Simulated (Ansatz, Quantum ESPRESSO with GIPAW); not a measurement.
**119Sn and 17O NMR of SnO2 (Cassiterite), calculated**

Aim: the magnetic shielding tensor of every site in SnO2 (Cassiterite) and the field gradients at its nuclei.

**The experiment to be reproduced.** 119Sn span 134 ppm, in “207Pb and 119Sn Solid-State NMR and Relativistic Density Functional Theory Studies of the Historic Pigment Lead−Tin Yellow Type I and Its Reactivity in Oil Pain” (Catalano et al., J. Phys. Chem. A 118, 7952, 2014). 119Sn span 136 ppm, in “Spin–orbit effects on the 119Sn magnetic-shielding tensor in solids: a ZORA/DFT investigation” (2016; doi:10.1039/c6cp03807g), quoting earlier work.

Method: DFT, PBE, plane-wave PAW (pslibrary 1.0.0 recipes), scalar-relativistic, GIPAW; a patched development version of the program, in Quantum ESPRESSO with GIPAW 8.0dev (patched build).

## Step 1: Starting point

The structure is tetragonal, space group P4_2/mnm (No. 136). Conventional cell: a = 4.738 Å, b = 4.738 Å, c = 3.187 Å, α = 90.00°, β = 90.00°, γ = 90.00°. Nearest to Sn lie 6 O at 2.05 to 2.06 Å. Nearest to O lie 3 Sn at 2.05 to 2.06 Å. Farther neighbours and most contacts between anions are not listed.

The cell is an entry of the Crystallography Open Database.

This structure had its atoms relaxed beforehand (DFT, PBE, plane-wave PAW (pslibrary 1.0.0 recipes), Quantum ESPRESSO with GIPAW), starting from the database entry, since shieldings follow bond lengths closely.

## Step 2: Ground state

First the ground state. The response equations take the occupied wavefunctions as exact, so conv_thr is set much tighter than for an energy. No empty states are asked for: the response is solved without them. The mesh has a spacing of 0.15 Å⁻¹ at most. The PAW files were made with ld1.x from the pslibrary 1.0.0 recipes, with GIPAW reconstruction switched on.

File scf.in:

```
&control
  calculation = 'scf'
  prefix = 'x'
  outdir = './tmp/'
  pseudo_dir = './'
/
&system
  ibrav = 0
  nat = 6
  ntyp = 2
  ecutwfc = 55
  ecutrho = 330
  nbnd = 26
/
&electrons
  conv_thr = 1.0d-10
  mixing_beta = 0.7
  electron_maxstep = 100
/
ATOMIC_SPECIES
  Sn 118.710 Sn.pbe-dn-kjpaw_psl.1.0.0-gipaw.UPF
  O 15.999 O.pbe-n-kjpaw_psl.1.0.0-gipaw.UPF
CELL_PARAMETERS angstrom
  4.73800000 0.00000000 0.00000000
  0.00000000 4.73800000 0.00000000
  0.00000000 0.00000000 3.18650000
ATOMIC_POSITIONS crystal
  Sn 0.50000000 0.50000000 0.50000000
  Sn 0.00000000 0.00000000 -0.00000000
  O 0.80529112 0.19470888 0.50000000
  O 0.69470888 0.69470888 -0.00000000
  O 0.19470888 0.80529112 0.50000000
  O 0.30529112 0.30529112 -0.00000000
K_POINTS automatic
  9 9 14 1 1 1
```

The run is started by

```
$ mpirun -np 4 pw.x -nk 4 -in scf.in > scf.out
```

The log of the run:

```text
using ibrav=0 with symmetry is DISCOURAGED, use correct ibrav instead

     bravais-lattice index     =            0
     lattice parameter (alat)  =       8.9535  a.u.
     unit-cell volume          =     482.7259 (a.u.)^3
     number of atoms/cell      =            6
     number of atomic types    =            2
     number of electrons       =        52.00
     number of Kohn-Sham states=           26
     kinetic-energy cutoff     =      55.0000  Ry
     charge density cutoff     =     330.0000  Ry
     scf convergence threshold =      1.0E-10
     mixing beta               =       0.7000
     number of iterations used =            8  plain     mixing
     Exchange-correlation= SLA-PW-PBX-PBC
                           (   1   4   3   4   0   0   0)
[...]
Sn               14.00   118.71000     Sn( 1.00)
     O                 6.00    15.99900     O ( 1.00)

     16 Sym. Ops., with inversion, found ( 8 have fractional translation)
[...]
number of k points=   105

     Number of k-points >= 100: set verbosity='high' to print them.

     Dense  grid:    48943 G-vectors     FFT dimensions: (  54,  54,  36)

     Smooth grid:    26657 G-vectors     FFT dimensions: (  48,  48,  30)

     Check: negative core charge=   -0.000003

     Initial potential from superposition of free atoms

     starting charge      51.9972, renormalised to      52.0000
     Starting wfcs are   34 randomized atomic wfcs

     Self-consistent Calculation

     iteration #  1     ecut=    55.00 Ry     beta= 0.70
     Davidson diagonalization with overlap
     ethr =  1.00E-02,  avg # of iterations =  1.0

     total energy              =   -1049.79246314 Ry
     estimated scf accuracy    <       1.83398706 Ry

     iteration #  2     ecut=    55.00 Ry     beta= 0.70
     Davidson diagonalization with overlap
     ethr =  3.53E-03,  avg # of iterations =  6.0

     total energy              =   -1050.62902463 Ry
     estimated scf accuracy    <       1.61150873 Ry

     iteration #  3     ecut=    55.00 Ry     beta= 0.70
     Davidson diagonalization with overlap
     ethr =  3.10E-03,  avg # of iterations =  2.0

     total energy              =   -1050.50662233 Ry
     estimated scf accuracy    <       0.35381621 Ry

[...]
total energy              =   -1050.86836980 Ry
[...]
iteration # 19     ecut=    55.00 Ry     beta= 0.70
     Davidson diagonalization with overlap
     ethr =  6.11E-13,  avg # of iterations =  1.5

     total energy              =   -1050.86836980 Ry
     estimated scf accuracy    <          3.1E-10 Ry

     iteration # 20     ecut=    55.00 Ry     beta= 0.70
     Davidson diagonalization with overlap
     ethr =  6.02E-13,  avg # of iterations =  1.9

     End of self-consistent calculation
     [one-electron energies left out]

!    total energy              =   -1050.86836980 Ry
     total all-electron energy =    -25311.511585 Ry
     estimated scf accuracy    <          9.8E-11 Ry

     The total energy is the sum of the following terms:
     one-electron contribution =    -120.46229328 Ry
     hartree contribution      =     104.38008283 Ry
     xc contribution           =    -126.86776787 Ry
     ewald contribution        =    -307.63107208 Ry
     one-center paw contrib.   =    -600.28731941 Ry

     convergence has been achieved in  20 iterations
[...]
JOB DONE.
```

It took 2 min on 4 MPI ranks of Arm Neoverse V1, shared host; peak memory 0.73 GiB; 7.9 min of CPU time.

It converged in 20 cycles to an estimated accuracy of 1e-10 Ry, on 105 irreducible k-points.

## Step 3: Shieldings

The job finds the current that a weak uniform field induces (applied as a long wave, q_gipaw) and the field that this current makes at each nucleus. On atoms with p or d valence electrons much of the paramagnetic part arises close to the nucleus, where the PAW partial waves rebuild the true states. pawproj makes the reconstruction use the PAW data sets' own projectors.

File nmr.in:

```
&inputgipaw
  job = 'nmr'
  prefix = 'x'
  tmp_dir = './tmp/'
  restart_mode = 'from_scratch'
  verbosity = 'low'
  q_gipaw = 0.01
  spline_ps = .true.
  conv_threshold = 1.0d-11
  use_nmr_macroscopic_shape = .false.
  pawproj(1) = .true.
  pawproj(2) = .true.
/
```

The run is started by

```
$ mpirun -np 4 gipaw.x -in nmr.in > nmr.out
```

The log of the run:

```text
[banner, memory and clock lines left out]
[a note of our patched build left out]

     Parallelizing q-star over 1 images

     IMPORTANT: XC functional enforced from input :
     Exchange-correlation= PBE
                           (   1   4   3   4   0   0   0)
     Any further DFT definition will be discarded
     Please, verify this is what you really want

     Check: negative core charge=   -0.000003
[...]
alpha_pv=     42.2686 eV

     spline_ps is .false., expect some extrapolation errors

     q-space interpolation up to    66.00 Rydberg

     GIPAW job: nmr
     NMR macroscopic correction: no
[...]
Computing the magnetic susceptibility     isolve=0    ethr=  0.1000E-10
     Starting from scratch
     k-point #    1 of   105      pool #  1    cpu time:       1.1
[...]
End of magnetic susceptibility calculation

     f-sum rule (1st term):
           -44.5151          0.0000          0.0000
             0.0000        -44.5151          0.0000
             0.0000          0.0000        -44.5620

     f-sum rule (2nd term):
            -0.6762          0.0000          0.0000
             0.0000         -0.6762          0.0000
             0.0000          0.0000         -0.6295

     f-sum rule (should be   -45.1884):
           -45.1913          0.0000          0.0000
             0.0000        -45.1913          0.0000
             0.0000          0.0000        -45.1915

[... susceptibilities left out ...]
     Contributions to the NMR chemical shifts: -------------------------------

     Macroscopic shape contribution in ppm:                    0.00
             0.0000          0.0000          0.0000
             0.0000          0.0000          0.0000
             0.0000          0.0000          0.0000

     Core contribution in ppm:

     Atom  1  Sn  pos: (  0.500000  0.500000  0.336271)  core sigma:        5053.92
     Atom  2  Sn  pos: (  0.000000  0.000000  0.000000)  core sigma:        5053.92
     Atom  3  O   pos: (  0.805291  0.194709  0.336271)  core sigma:         271.07
     Atom  4  O   pos: (  0.694709  0.694709  0.000000)  core sigma:         271.07
     Atom  5  O   pos: (  0.194709  0.805291  0.336271)  core sigma:         271.07
     Atom  6  O   pos: (  0.305291  0.305291  0.000000)  core sigma:         271.07

     Bare contribution in ppm:

     Atom  1  Sn  pos: (  0.500000  0.500000  0.336271)  bare sigma:          86.50
[...]
Atom  2  Sn  pos: (  0.000000  0.000000  0.000000)  bare sigma:          86.50
[...]
Atom  3  O   pos: (  0.805291  0.194709  0.336271)  bare sigma:          28.25
[...]
Atom  4  O   pos: (  0.694709  0.694709  0.000000)  bare sigma:          28.25
[...]
Atom  5  O   pos: (  0.194709  0.805291  0.336271)  bare sigma:          28.25
[...]
Atom  6  O   pos: (  0.305291  0.305291  0.000000)  bare sigma:          28.25
[...]
Diamagnetic contribution in ppm:

     Atom  1  Sn  pos: (  0.500000  0.500000  0.336271)  dia sigma:         104.53
[...]
Atom  2  Sn  pos: (  0.000000  0.000000  0.000000)  dia sigma:         104.53
[...]
Atom  3  O   pos: (  0.805291  0.194709  0.336271)  dia sigma:          17.43
[...]
Atom  4  O   pos: (  0.694709  0.694709  0.000000)  dia sigma:          17.43
[...]
Atom  5  O   pos: (  0.194709  0.805291  0.336271)  dia sigma:          17.43
[...]
Atom  6  O   pos: (  0.305291  0.305291  0.000000)  dia sigma:          17.43
[...]
Paramagnetic contribution in ppm:

     Atom  1  Sn  pos: (  0.500000  0.500000  0.336271)  para sigma:         -73.46
[...]
Atom  2  Sn  pos: (  0.000000  0.000000  0.000000)  para sigma:         -73.46
[...]
Atom  3  O   pos: (  0.805291  0.194709  0.336271)  para sigma:          26.49
[...]
Atom  4  O   pos: (  0.694709  0.694709  0.000000)  para sigma:          26.49
[...]
Atom  5  O   pos: (  0.194709  0.805291  0.336271)  para sigma:          26.49
[...]
Atom  6  O   pos: (  0.305291  0.305291  0.000000)  para sigma:          26.49
[...]
Paramagnetic US occ-occ contribution in ppm:

     Atom  1  Sn  pos: (  0.500000  0.500000  0.336271)  para_oo sigma:         -11.78
[...]
Atom  2  Sn  pos: (  0.000000  0.000000  0.000000)  para_oo sigma:         -11.78
[...]
Atom  3  O   pos: (  0.805291  0.194709  0.336271)  para_oo sigma:          -0.76
[...]
Atom  4  O   pos: (  0.694709  0.694709  0.000000)  para_oo sigma:          -0.76
[...]
Atom  5  O   pos: (  0.194709  0.805291  0.336271)  para_oo sigma:          -0.76
[...]
Atom  6  O   pos: (  0.305291  0.305291  0.000000)  para_oo sigma:          -0.76
[...]
Paramagnetic US L_R Q_R contribution in ppm:

     Atom  1  Sn  pos: (  0.500000  0.500000  0.336271)  para_lq sigma:       -2143.80
[...]
Atom  2  Sn  pos: (  0.000000  0.000000  0.000000)  para_lq sigma:       -2143.80
[...]
Atom  3  O   pos: (  0.805291  0.194709  0.336271)  para_lq sigma:        -225.05
[...]
Atom  4  O   pos: (  0.694709  0.694709  0.000000)  para_lq sigma:        -225.05
[...]
Atom  5  O   pos: (  0.194709  0.805291  0.336271)  para_lq sigma:        -225.05
[...]
Atom  6  O   pos: (  0.305291  0.305291  0.000000)  para_lq sigma:        -225.05
[...]
Total NMR chemical shifts in ppm: ---------------------------------------
     (adopting the Simpson convention for anisotropy and asymmetry)-----------

     Atom  1  Sn  pos: (  0.500000  0.500000  0.336271)  Total sigma:        3015.90
          2980.5946         -8.4658         -0.0000
            -8.4658       2980.5946          0.0000
            -0.0000         -0.0000       3086.5107

     Sn      1    anisotropy:    105.92    eta:    0.2398
[...]
Atom  2  Sn  pos: (  0.000000  0.000000  0.000000)  Total sigma:        3015.90
[... its tensor is left out ...]
     Atom  3  O   pos: (  0.805291  0.194709  0.336271)  Total sigma:         117.44
           111.9258        -47.9884         -0.0000
           -47.9884        111.9258          0.0000
            -0.0000         -0.0000        128.4546

     O       3    anisotropy:    -80.25    eta:    0.5881
[...]
Atom  4  O   pos: (  0.694709  0.694709  0.000000)  Total sigma:         117.44
[... its tensor is left out ...]
     Atom  5  O   pos: (  0.194709  0.805291  0.336271)  Total sigma:         117.44
[... its tensor is left out ...]
     Atom  6  O   pos: (  0.305291  0.305291  0.000000)  Total sigma:         117.44
[... its tensor is left out ...]
```

Elapsed: 26 min, on 4 MPI ranks; peak memory 0.34 GiB.

The f-sum rule is met to 0.0031 of 45.2 (0.007 %). Converged shieldings require that this miss be small, but a small miss does not prove them.

From the symmetric part of each tensor, with principal values σ11 ≤ σ22 ≤ σ33: σ_iso is their mean, the span is σ33 − σ11 and the skew 3(σ_iso − σ22)/span. (gipaw.x prints an anisotropy in another convention.)

```tsv
site	atom no.	atoms in cell	σ_iso (ppm)	span (ppm)	skew
Sn	1	2	3016	114	0.70
O	3	4	117.4	96.0	-0.34
```

The macroscopic shape term is switched off. For a spherical sample the valence susceptibility of this run would add about 12 ppm to every site, a rough estimate, since the susceptibility converges slowly and lacks part of the PAW terms. Differences within the crystal don't depend on it, but shieldings of different compounds can't be compared to better than a few ppm without it.

In this run the largest span among the lighter atoms is that of O (site symmetry m2m), with principal values 63.9, 128.5 and 159.9 ppm.

How the isotropic values are made up (ppm). The core part is that of the free atom's core; bare is the current of the smooth valence states; the last two are what the PAW spheres add to the diamagnetic and the paramagnetic current:

```tsv
site	core	bare	reconstruction, dia	reconstruction, para
Sn	5053.9	86.5	104.5	-2229.0
O	271.1	28.3	17.4	-199.3
```

## Step 4: Field gradients

17O has a quadrupole moment, which couples to the field gradient and broadens the lines. The gradient is a property of the ground-state density and needs no response; it is taken from a second code that counts the whole PAW charge. C_Q = eQV_zz/h, with Q = -0.02558 barn for 17O.

This step: DFT, PBE, plane-wave PAW, default files (PAW set soft_2), scalar-relativistic, field gradients (Ansatz 0.2.0), on the same atoms.

File input.yaml:

```yaml
crystal:
  lattice:
    - [4.738, 0.0, 0.0]
    - [0.0, 4.738, 0.0]
    - [0.0, 0.0, 3.1865]
  atoms:
    - { symbol: Sn, position: [0.5, 0.5, 0.5] }
    - { symbol: Sn, position: [0.0, 0.0, 0.0] }
    - { symbol: O, position: [0.8052911225, 0.1947088775, 0.5] }
    - { symbol: O, position: [0.6947088775, 0.6947088775, 0.0] }
    - { symbol: O, position: [0.1947088775, 0.8052911225, 0.5] }
    - { symbol: O, position: [0.3052911225, 0.3052911225, 0.0] }
kpoints:
  mp_grid: { grid: [9, 9, 14] }
scf:
  occupations: { method: fixed }
hamiltonian:
  xc: pbe
  pseudopotentials: { kind: paw, frozen_core: stored }
output:
  forces: false
  stress: false
  efg: { quadrupole_moments_barn: { O: -0.02558 } }
  write_density: true
  write_potential: true
  elf: true
  volumetric_format: npy
```

The run is started by

```
$ ansatz run input.yaml --threads 4 --pin off --max-ram 8192MiB --backend cpu --events-out ev --progress --plain --runs-dir out
```

The log of the run:

```text
[... set-up, SCF cycles and energies left out ...]
--- PAW observables at the nuclei: V_zz in 10²¹ V/m², potentials from the cell's mean, atoms counted from 1 ---
  atom   1  Sn V_zz =    +5.220791   η = 0.6216   by run symmetry: allowed
  atom   2  Sn V_zz =    +5.220791   η = 0.6216   by run symmetry: allowed
  atom   3  O  V_zz =   -10.872317   η = 0.1477   by run symmetry: allowed   C_q = +6.7248 MHz
  atom   4  O  V_zz =   -10.872317   η = 0.1477   by run symmetry: allowed   C_q = +6.7248 MHz
  atom   5  O  V_zz =   -10.872317   η = 0.1477   by run symmetry: allowed   C_q = +6.7248 MHz
  atom   6  O  V_zz =   -10.872317   η = 0.1477   by run symmetry: allowed   C_q = +6.7248 MHz
--- Band table (eV; the first three rows and the last of 120) ---
  k-point 0: bands = ["-11.5955", "-10.7980", "-10.5393", "-10.5121", "-10.5121", "-10.4461", "-10.3863", "-10.2971", "-10.2702", "-10.2702", "-9.4126", "-7.5814", "-7.5814", "-5.7214", "1.3602", "5.4432", "5.4432", "5.5995", "6.4103", "7.5473", "7.6453", "8.2984", "8.2984", "8.7514", "8.7514", "9.5334", "10.7760", "15.7606", "15.8765", "15.8765", "19.9714", "20.0673"]
  k-point 1: bands = ["-11.5710", "-10.7673", "-10.5649", "-10.5649", "-10.5298", "-10.4511", "-10.3842", "-10.2972", "-10.2781", "-10.2781", "-9.3855", "-7.4960", "-7.4960", "-5.7599", "1.3575", "5.4912", "5.4912", "5.5523", "6.4441", "7.1397", "7.6300", "8.0843", "8.0843", "8.7770", "8.7770", "9.4901", "11.1455", "15.8717", "16.1027", "16.1027", "19.4257", "20.5917"]
  k-point 2: bands = ["-11.5007", "-10.7033", "-10.7033", "-10.6864", "-10.5022", "-10.4637", "-10.3781", "-10.2978", "-10.2964", "-10.2964", "-9.2993", "-7.2682", "-7.2682", "-5.8778", "1.3554", "5.4404", "5.6286", "5.6286", "6.3288", "6.5448", "7.4696", "7.5893", "7.5893", "8.7785", "8.7785", "9.3624", "11.9569", "16.1434", "16.7054", "16.7054", "18.8959", "21.1003"]
  k-point 119: bands = ["-11.3619", "-11.3291", "-10.8694", "-10.8215", "-10.3860", "-10.3855", "-10.3156", "-10.3152", "-10.2747", "-10.2740", "-7.5355", "-7.4794", "-6.1673", "-6.1253", "1.5722", "1.6155", "4.5388", "4.5393", "6.3641", "6.9509", "7.1366", "7.6806", "8.5539", "8.5652", "8.6697", "8.6850", "14.4186", "14.4398", "18.4129", "18.5477", "20.4759", "20.5938"]

[the lines on potentials at the nuclei are left out]
```

It took 4.7 s on 4 threads; peak memory 0.49 GiB; 17 s of CPU time.

Among nuclei of half-integer spin the second-order effect is largest for 17O on O (spin 5/2, C_Q 6.72 MHz): at 9.4 T it moves the centre of gravity of the MAS line by -93 ppm from δ_iso, and by a quarter of that at twice the field, by δ_Q = −(3/40)(C_Q/ν0)²(1 + η²/3)[I(I+1) − 3/4]/[I²(2I−1)²] × 10⁶ ppm with ν0 = 54.3 MHz.

## Step 5: Sites, surroundings and shifts

Covalently bonded atoms count as neighbours within 1.18 times the sum of their radii. Otherwise a cation's neighbours lie within 1.2 times its shortest bond (1.3 for large cations, each anion's radius taken off where they differ), and an anion's are the cations that count it.

```tsv
site	atom no.	atoms in cell	surroundings	bonds (Å)	σ_iso (ppm)	C_Q (MHz)	η_Q
Sn	1	2	SnO6	2.05 to 2.06	3016	-	-
O	3	4	bound to Sn3	2.05 to 2.06	117.4	6.72	0.15
```

Simulated spectrum: 119Sn static powder, 11.7 T (186.8 MHz), lines broadened by 3 ppm; the axis counts ppm from the isotropic position of Sn, as −Δσ; rigid lattice, with dipolar and J couplings left out.

offset (ppm), intensity and a bar:
```
     60.3       0.00 
     55.8       0.00 
     51.2       0.01 
     46.6       0.03 #
     42.4       0.44 #############
     37.8       0.57 #################
     33.2       0.67 ####################
     29.0       0.86 ##########################
     26.9       1.00 ##############################
     24.4       0.82 #########################
     19.9       0.61 ##################
     15.6       0.52 ################
     11.1       0.46 ##############
      6.5       0.42 #############
      1.9       0.39 ############
     -2.3       0.36 ###########
     -6.9       0.34 ##########
    -11.5       0.32 ##########
    -15.7       0.31 #########
    -20.3       0.30 #########
    -24.9       0.28 #########
    -29.1       0.27 ########
    -33.7       0.26 ########
    -38.2       0.26 ########
    -42.8       0.25 #######
    -47.0       0.24 #######
    -51.6       0.24 #######
    -56.2       0.23 #######
    -60.4       0.22 #######
    -65.0       0.22 ######
    -69.6       0.16 #####
    -73.8       0.01 
    -78.4       0.00 
    -83.0       0.00 
    -87.2       0.00
```

Most prominent maxima (ppm: height): 26.9: 1.00.

[end of part 1 of 2]

[Banner, clock, file and message-heading lines were taken out of the pw.x and gipaw.x logs.]

[Logs are printed without paths, hosts, clocks, repeated set-up lines and the standing remarks that a program may print on its own settings, such as how far it seeks lower states.]

[Hosts, paths, dates, database ids (printed as entryN), source tags and the programs' standing remarks are cut or masked in the printed files.]

[Where no reference line passes its bar on scatter, no shift is given, so a measured shift of this compound may stand uncompared.]
